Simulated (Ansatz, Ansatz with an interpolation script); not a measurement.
Planning a run of Ansatz 0.2.0 on SiO2 (I-42d). The input:

```yaml
crystal:
  lattice:
    - [-2.37405, 2.37405, 3.744]
    - [2.37405, -2.37405, 3.744]
    - [2.37405, 2.37405, -3.744]
  atoms:
    - { symbol: Si, position: [0.0, 0.0, 0.0] }
    - { symbol: Si, position: [0.75, 0.25, 0.5] }
    - { symbol: O, position: [0.99838, 0.625, 0.87338] }
    - { symbol: O, position: [0.375, 0.24838, 0.37338] }
    - { symbol: O, position: [0.75162, 0.125, 0.12662] }
    - { symbol: O, position: [0.875, 0.00162, 0.62662] }
kpoints:
  mp_grid: { grid: [6, 6, 6] }
hamiltonian:
  xc: lda
  pseudopotentials: { kind: paw, azcp: { folder: soft_1 }, xc_functional: pbe }
scf:
  occupations: { method: fixed }
gw:
  n_empty_bands: 352
  ecut_chi: 150.0
  qp_bands: [v12, c2]
  screening: { model: godby_needs }
```

```sh
ansatz run input.yaml --threads 3 --pin off --max-ram 92160MiB --backend cuda --events-out ev --progress --plain --runs-dir out --devices 1 --max-vram 13GiB
```

Estimate wall time and host memory on 1 × NVIDIA H100 80GB HBM3 (shared by 6 runs) with 3 threads of AMD EPYC 7R13 (Zen 3), shared host.

It took 6.1 min; on shared hardware allow 3 min to 12 min. Peak host memory was 5.6 GiB. The sizes that set the cost: 1637 plane waves a state, 30 irreducible k points, 368 bands summed, 355 plane waves in the screening and 7 SCF cycles.

The screening grows as filled bands × empty bands × pairs of k points, times the square of the screening basis for the matrix.

[Paths, hosts, dates, memory and timing lines, banners, echoed tables and standing remarks are left out of the program output.]

[Logs are printed without paths, hosts, clocks, repeated set-up lines and the standing remarks that a program may print on its own settings, such as how far it seeks lower states.]

[Runs of the session that timed out or met a known fault of the program may be left out.]

[Hosts, paths, dates, database ids (printed as entryN), source tags and the programs' standing remarks are cut or masked in the printed files.]
